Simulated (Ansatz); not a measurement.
# Ba on Co(0001): change of the work function, part 2 of 2

Wanted: Δφ(θ) for Ba/Co(0001), starting from the fcc site.

Ansatz 0.2.0; plane-wave DFT, PBE, Ansatz PAW.

So far, work function, upper face (eV): step 2 (the clean slab) 4.93; step 3 (37 atoms, coverage 0.111 ML, cell 3x3) 1.82.

### 4. The covered slab, k-mesh 6×6×1, coverage 0.25 ML

System of this step: Ba/Co(0001). The cell holds 17 atoms: 16 Co and 1 Ba. Cell: a = 5.020 Å, b = 5.020 Å, c = 27.226 Å, α = 90.0°, β = 90.0°, γ = 60.0°. Vacuum lies along c.

Another coverage, to see how the dipoles act on each other as their distance changes.

input.yaml reads:

```yaml
crystal:
  lattice:
    - [5.02, 0.0, 0.0]
    - [2.51, 4.347447527, 0.0]
    - [0.0, 0.0, 27.2258500873]
  atoms:
    - { symbol: Co, position: [0.3333333333, 0.3333333333, 0.3305681906], spin: 1.82 }
    - { symbol: Co, position: [0.0, 0.0, 0.4053357366], spin: 1.76 }
    - { symbol: Co, position: [0.3333333333, 0.3333333333, 0.4804631286], spin: 1.74 }
    - { symbol: Co, position: [0.0, 0.0, 0.5519181601], spin: 1.79 }
    - { symbol: Co, position: [0.3333333333, 0.8333333333, 0.3305681906], spin: 1.82 }
    - { symbol: Co, position: [0.0, 0.5, 0.4053357366], spin: 1.76 }
    - { symbol: Co, position: [0.3333333333, 0.8333333333, 0.4804631286], spin: 1.74 }
    - { symbol: Co, position: [0.0, 0.5, 0.5519181601], spin: 1.79 }
    - { symbol: Co, position: [0.8333333333, 0.3333333333, 0.3305681906], spin: 1.82 }
    - { symbol: Co, position: [0.5, 0.0, 0.4053357366], spin: 1.76 }
    - { symbol: Co, position: [0.8333333333, 0.3333333333, 0.4804631286], spin: 1.74 }
    - { symbol: Co, position: [0.5, 0.0, 0.5519181601], spin: 1.79 }
    - { symbol: Co, position: [0.8333333333, 0.8333333333, 0.3305681906], spin: 1.82 }
    - { symbol: Co, position: [0.5, 0.5, 0.4053357366], spin: 1.76 }
    - { symbol: Co, position: [0.8333333333, 0.8333333333, 0.4804631286], spin: 1.74 }
    - { symbol: Co, position: [0.5, 0.5, 0.5519181601], spin: 1.79 }
    - { symbol: Ba, position: [0.1666666667, 0.1666666667, 0.6694318094] }
magnetization:
  spin_polarized: true
kpoints:
  mp_grid: { grid: [6, 6, 1] }
hamiltonian:
  xc: pbe
scf:
  occupations: { method: fermi_dirac, width: 0.1 }
  convergence: { dr2_threshold: 1.0e-08 }
efield:
  axis: 3
  dipole_correction: true
  ramp_position: 0.97
  ramp_width: 0.06
relax:
  f_tol: 0.02
  max_steps: 60
  constraints: [{ sites: [0, 1, 4, 5, 8, 9, 12, 13] }]
output:
  dos: { projected: true, e_range: [-8, 4] }
  write_potential: true
  write_density: true
  volumetric_format: npy
  elf: true
```

Started as:

```
ansatz run input.yaml --threads 4 --pin off --max-ram 16384MiB --backend cpu --events-out ev --progress --plain --runs-dir out
```

It took 11 min on 4 threads of Arm Neoverse V1, shared host; peak memory 3.3 GiB; 41 min of CPU time.

The steps of the relaxation:

| step | energy less that of the first step (eV) | largest force component (eV/Å) |
| --- | --- | --- |
| 1 | 0.0000 | 0.9797 |
| 2 | -0.1588 | 0.8764 |
| 3 | -0.3272 | 0.5819 |
| 4 | -0.4022 | 0.0822 |
| 5 | -0.4065 | 0.1110 |
| 6 | -0.4091 | 0.0066 |

Forces are held to the 6 operations that the program found; a distortion that breaks them can't arise in this run.

The atoms that moved most (Å):

| atom | dx | dy | dz | length |
| --- | --- | --- | --- | --- |
| Ba17 | 0.000 | 0.000 | -0.611 | 0.611 |
| Co16 | 0.000 | 0.000 | 0.089 | 0.089 |
| Co12 | 0.025 | -0.015 | -0.012 | 0.032 |
| Co4 | -0.025 | -0.015 | -0.012 | 0.032 |
| Co8 | 0.000 | 0.029 | -0.012 | 0.032 |
| Co15 | 0.000 | 0.000 | -0.021 | 0.021 |
| Co7 | 0.000 | -0.008 | 0.002 | 0.008 |
| Co3 | 0.007 | 0.004 | 0.002 | 0.008 |

Final coordinates:

```
Co Ba
1.0
     5.02000    0.00000    0.00000
     2.51000    4.34745    0.00000
     0.00000    0.00000   27.22585
Co Ba
16 1
Direct
  0.33333 0.33333 0.33057
  0.00000 0.00000 0.40534
  0.33426 0.33426 0.48055
  0.99665 0.99665 0.55147
  0.33333 0.83333 0.33057
  0.00000 0.50000 0.40534
  0.33426 0.83148 0.48055
  0.99665 0.50670 0.55147
  0.83333 0.33333 0.33057
  0.50000 0.00000 0.40534
  0.83148 0.33426 0.48055
  0.50670 0.99665 0.55147
  0.83333 0.83333 0.33057
  0.50000 0.50000 0.40534
  0.83333 0.83333 0.47969
  0.50000 0.50000 0.55520
  0.16667 0.16667 0.64700
```

Read from the output:

- energy at zero smearing: -87963.4434 eV
- total moment: 26.92 μB
- work function, upper face: 2.398 eV
- work function, lower face: 4.984 eV
- dipole along the normal: 0.3119 e·Å
- step between the vacuum levels: -2.586 eV

Running mean over 2.03561 Å of the planar mean; the ramp of the sawtooth is left out. Table of electron's electrostatic potential energy less the Fermi level by z:

z (Å), electron's electrostatic potential energy less the Fermi level (eV) and a bar from the least value:
```
        4        5.0 ##############################
        5        5.0 ##############################
        6        4.9 ##############################
        7        4.2 #############################
        8       -3.5 ##############
        9      -10.3 ##
       10      -10.5 ##
       11      -10.5 #
       12      -10.5 ##
       13      -10.6 #
       14      -11.3 
       15      -10.5 ##
       16       -5.7 ##########
       17       -2.7 ################
       18       -3.9 ##############
       19       -0.5 ####################
       20        1.7 ########################
       21        2.2 #########################
       22        2.4 #########################
       23        2.4 #########################
       24        2.4 #########################
```

The density of states has structure finer than the step of the table below, so its rows give means over 0.25 eV. Peaks (eV: height): total -2.410: 55.2, -2.230: 49.7, -2.080: 58.1, -1.620: 52.4, -1.530: 56.4, -1.110: 62.7, -0.870: 79.8; up -2.620: 41.3, -2.410: 43.7, -2.080: 41.3, -1.620: 41.8, -1.530: 37.4, -1.110: 46.2, -0.870: 43.9; down -0.870: 35.9, -0.420: 26.4, -0.360: 32.5, 0.090: 29.2, 0.840: 36.7, 0.960: 34.1, 1.110: 39.3.

Table of density of states by energy, zero at the Fermi level; means over each step; values in states/eV a cell:

| energy (eV) | total | up | down |
| --- | --- | --- | --- |
| -7.75 | 0.940 | 0.473 | 0.466 |
| -7.50 | 0.906 | 0.462 | 0.444 |
| -7.25 | 1.06 | 0.563 | 0.496 |
| -7.00 | 2.31 | 1.26 | 1.05 |
| -6.75 | 2.13 | 1.02 | 1.10 |
| -6.50 | 1.85 | 1.01 | 0.832 |
| -6.25 | 2.08 | 1.05 | 1.03 |
| -6.00 | 2.60 | 1.73 | 0.879 |
| -5.75 | 3.18 | 1.48 | 1.70 |
| -5.50 | 2.77 | 1.70 | 1.07 |
| -5.25 | 4.26 | 2.86 | 1.39 |
| -5.00 | 9.02 | 7.81 | 1.20 |
| -4.75 | 11.4 | 7.85 | 3.58 |
| -4.50 | 14.4 | 11.9 | 2.54 |
| -4.25 | 17.3 | 15.6 | 1.66 |
| -4.00 | 18.4 | 10.8 | 7.60 |
| -3.75 | 18.4 | 14.1 | 4.25 |
| -3.50 | 19.9 | 13.7 | 6.16 |
| -3.25 | 20.0 | 10.8 | 9.16 |
| -3.00 | 31.6 | 22.1 | 9.48 |
| -2.75 | 32.4 | 22.2 | 10.1 |
| -2.50 | 41.6 | 32.4 | 9.24 |
| -2.25 | 41.8 | 24.1 | 17.7 |
| -2.00 | 30.2 | 21.1 | 9.03 |
| -1.75 | 29.1 | 20.6 | 8.47 |
| -1.50 | 41.4 | 23.5 | 17.9 |
| -1.25 | 41.4 | 22.6 | 18.8 |
| -1.00 | 52.3 | 27.3 | 25.0 |
| -0.75 | 45.0 | 21.3 | 23.7 |
| -0.50 | 20.9 | 4.60 | 16.3 |
| -0.25 | 20.7 | 4.44 | 16.3 |
| 0.00 | 17.5 | 4.63 | 12.9 |
| 0.25 | 17.0 | 2.33 | 14.6 |
| 0.50 | 20.6 | 2.68 | 17.9 |
| 0.75 | 23.7 | 3.42 | 20.3 |
| 1.00 | 35.0 | 5.46 | 29.6 |
| 1.25 | 24.2 | 4.45 | 19.8 |
| 1.50 | 9.31 | 3.10 | 6.21 |
| 1.75 | 7.51 | 2.79 | 4.72 |

Projected DOS per atom over height of the atomic layer and energy from the Fermi level. Layers: Co4 Co4 Co4 Co4 Ba from below.

Ten even steps from '_' (0.00 states/eV) to '@' (3.18 states/eV), each cell a mean:
```
__________
::----::__
++++++==..
==::::==..
--::::--::
++======__
@@@@@@@@__
%%****%%..
++====++..
%%####%%__
**++++**__
--====--__
--====--__
::--==::__
..----::__
........__
__________
__________
__________
__________
__________
__________
```
Columns: height of the atomic layer (Å) from 9 to 17.6 (not evenly spaced); rows upwards: energy from the Fermi level (eV) from -7.96 to 1.95.

Projected DOS per atom, spin up over height of the atomic layer and energy from the Fermi level. Layers: Co4 Co4 Co4 Co4 Ba from below.

Values in states/eV, 22 rows by 5 columns, each cell a mean:
```
0.07 0.07 0.06 0.06 0.04
0.18 0.15 0.11 0.15 0.04
0.11 0.14 0.19 0.14 0.11
0.09 0.07 0.07 0.12 0.30
0.22 0.19 0.19 0.25 0.45
0.29 0.36 0.47 0.46 0.16
1.37 1.81 1.79 1.41 0.10
1.59 1.21 1.10 1.38 0.10
1.41 0.96 0.89 1.19 0.21
1.99 1.38 1.40 1.92 0.08
1.63 1.31 1.25 1.66 0.07
0.76 0.83 0.82 0.79 0.03
0.91 0.91 0.86 0.90 0.01
0.66 0.97 0.96 0.64 0.01
0.39 0.78 0.87 0.50 0.02
0.23 0.43 0.49 0.28 0.02
0.09 0.10 0.11 0.10 0.01
0.06 0.11 0.11 0.07 0.01
0.05 0.07 0.07 0.06 0.01
0.05 0.09 0.09 0.06 0.01
0.02 0.05 0.05 0.02 0.00
0.01 0.04 0.05 0.01 0.00
```
Columns: height of the atomic layer (Å) from 9 to 17.6 (not evenly spaced); rows upwards: energy from the Fermi level (eV) from -7.96 to 1.95.

Projected DOS per atom, spin down over height of the atomic layer and energy from the Fermi level. Layers: Co4 Co4 Co4 Co4 Ba from below.

Ten even steps from '_' (0.00 states/eV) to '@' (1.81 states/eV), each cell a mean:
```
..____..__
==++++==__
%%%%##**..
**====**..
==----==..
##**++++__
@@**##%%__
**++==##..
::::::--..
==++====__
::------__
::----::__
..::::..__
........__
__....____
__________
__________
__________
__________
__________
__________
__________
```
Columns: height of the atomic layer (Å) from 9 to 17.6 (not evenly spaced); rows upwards: energy from the Fermi level (eV) from -7.96 to 1.95.

Site moment by atom:

| atom | site moment (μB) |
| --- | --- |
| Co1 | 1.83 |
| Co2 | 1.76 |
| Co3 | 1.73 |
| Co4 | 1.64 |
| Co5 | 1.83 |
| Co6 | 1.76 |
| Co7 | 1.73 |
| Co8 | 1.64 |
| Co9 | 1.83 |
| Co10 | 1.76 |
| Co11 | 1.73 |
| Co12 | 1.64 |
| Co13 | 1.84 |
| Co14 | 1.75 |
| Co15 | 1.75 |
| Co16 | 1.79 |
| Ba17 | -0.03 |

Spin density in the ca plane at fractional y = 0.000, with atoms of Co within 0.2 Å of it.

Ten even steps from '0' (0.0 e/Å³) to '9' (5.4 e/Å³), each cell a mean:
```
00000015300000000153000000000000000000000000
00000000000000000000000000000000000000000000
00000000000000000000000000000000000000000000
00000000000000000000000000000000000000000000
00000000000000000000000000000000000000000000
00000015300000000153000000000000000000000000
00000029500000000285000000000000000000000000
00000001100000000010000000000000000000000000
00000000000000000000000000000000000000000000
00000000000000000000000000000000000000000000
00000000000000000000000000000000000000000000
00000001100000000010000000000000000000000000
00000029500000000285000000000000000000000000
```
Columns run along c (16.0 Å, from fractional 0.31 to 0.89 of the cell), rows up along a (5.0 Å). Atoms in or near the plane, at fractional coordinates: Co at (0.41, 0.00), Co at (0.55, 0.00), Co at (0.41, 0.50), Co at (0.55, 0.51).

Valence density in the ca plane at fractional y = 0.000, with atoms of Co within 0.2 Å of it. It is the smooth field of the valence electrons, not physical close to the nuclei.

Values in e/Å³, 7 rows by 16 columns, each cell a mean:
```
 0  0  8  3  0  0  9  3  0  0  0  0  0  0  0  0
 1  0  0  0  1  1  0  0  0  0  0  0  0  0  0  0
 0  0  4  1  0  0  4  1  0  0  0  0  0  0  0  0
 0  0 19  5  0  0 18  5  0  0  0  0  0  0  0  0
 1  0  1  1  1  0  1  1  0  1  0  0  0  0  0  0
 1  0  1  0  1  1  1  0  0  1  0  0  0  0  0  0
 0  0 15  4  0  0 14  4  0  0  0  0  0  0  0  0
```
Columns run along c (16.0 Å, from fractional 0.31 to 0.89 of the cell), rows up along a (5.0 Å). Atoms in or near the plane, at fractional coordinates: Co at (0.41, 0.00), Co at (0.55, 0.00), Co at (0.41, 0.50), Co at (0.55, 0.51).

ELF of down spins in the ca plane at fractional y = 0.000, with atoms of Co within 0.2 Å of it. It is the smooth field of the valence electrons, not physical close to the nuclei.

Ten even steps from '0' (0.00) to '9' (0.97), each cell a mean:
```
44333159732433332698301100000000000000000000
21123213213211132232112211000000000000000000
11112322233111123222334432110001000000000000
12112322233111123222334432110001000000000000
21123213213211132232112211000000000000000000
44333159732433332698301100000000000000000000
54443279932443432699311124432100000000000000
32233136522322232354211268875210010000000000
11113211123211123111221589987410010000000000
12112333333112113333432688897421011000000000
11113211123211123111221588987410010000000000
32233136522322232354211268875210010000000000
54443279932443432699311124432100000000000000
```
Columns run along c (16.0 Å, from fractional 0.31 to 0.89 of the cell), rows up along a (5.0 Å). Atoms in or near the plane, at fractional coordinates: Co at (0.41, 0.00), Co at (0.55, 0.00), Co at (0.41, 0.50), Co at (0.55, 0.51).

The relaxation took 6 steps and lowered the energy by 0.41 eV; the largest force on the free atoms ends at 0.0066 eV/Å.

By hand: a sheet of dipoles makes a step −p/(ε₀A) in the electron's potential. With e/ε₀ = 180.95 V·Å, p = 0.3119 e·Å and A = 21.82 Å², that is −180.95 × (0.3119) / 21.82 = -2.586 eV, and the two vacuum levels of the run differ by -2.586 eV.

The covered face has 2.40 eV, -2.53 eV against the clean one; the bare back face has moved by -0.00 eV, a measure of how thin the slab is.

### 5. Work function against coverage

This step: plane-wave DFT, PBE, Ansatz PAW; work function against coverage (Ansatz 0.2.0).

The runs are now put side by side.

This step gave:

```
work function of the clean face     : 4.925 eV
largest change of the work function : -3.108 eV
```

Work function of the covered face against coverage:

| coverage (adsorbates/nm²) | work function of the covered face (eV) |
| --- | --- |
| 0.00 | 4.93 |
| 2.04 | 1.82 |
| 4.58 | 2.40 |

The dipole per adsorbate comes from the change of the cell's dipole. Coverage, by row:

| coverage (1/nm²) | coverage (ML) | work function (eV) | change (eV) | dipole per adsorbate, positive end outwards (debye) | mean height of the added atoms over the highest substrate atom (Å) |
| --- | --- | --- | --- | --- | --- |
| 2.036 | 0.1111 | 1.817 | -3.108 | 4.026 | 2.476 |
| 4.582 | 0.25 | 2.398 | -2.528 | 1.461 | 2.499 |

### 6. Outcome

```
work function of the clean face                        : 4.93 eV
work function at 0.11 ML                               : 1.82 eV
work function at 0.25 ML                               : 2.40 eV
dipole per adsorbate at 0.11 ML, positive end outwards : 4.03 D
```

What this shows: Ba lowers the work function of Co(0001) at the lowest coverage, by 3.11 eV: the adsorbate layer has its positive end outwards. The slab has 4 layers, at the tabulated experimental lattice constant, one starting site was run, and quantum-size effects of a slab this thin can reach one or two tenths of an eV. The magnetic order is the one reached from the typed start; other orders were not compared.

[Long decimals in the printed logs are rounded to 6 places.]

[Logs are printed without paths, hosts, clocks, repeated set-up lines and the standing remarks that a program may print on its own settings, such as how far it seeks lower states.]

[Hosts, paths, dates, database ids (printed as entryN), source tags and the programs' standing remarks are cut or masked in the printed files.]

[Maps of the electrostatic potential energy from Ansatz leave out the sawtooth potential of an applied field or a dipole correction, so their vacuum need not be flat; planar profiles and work functions include it.]
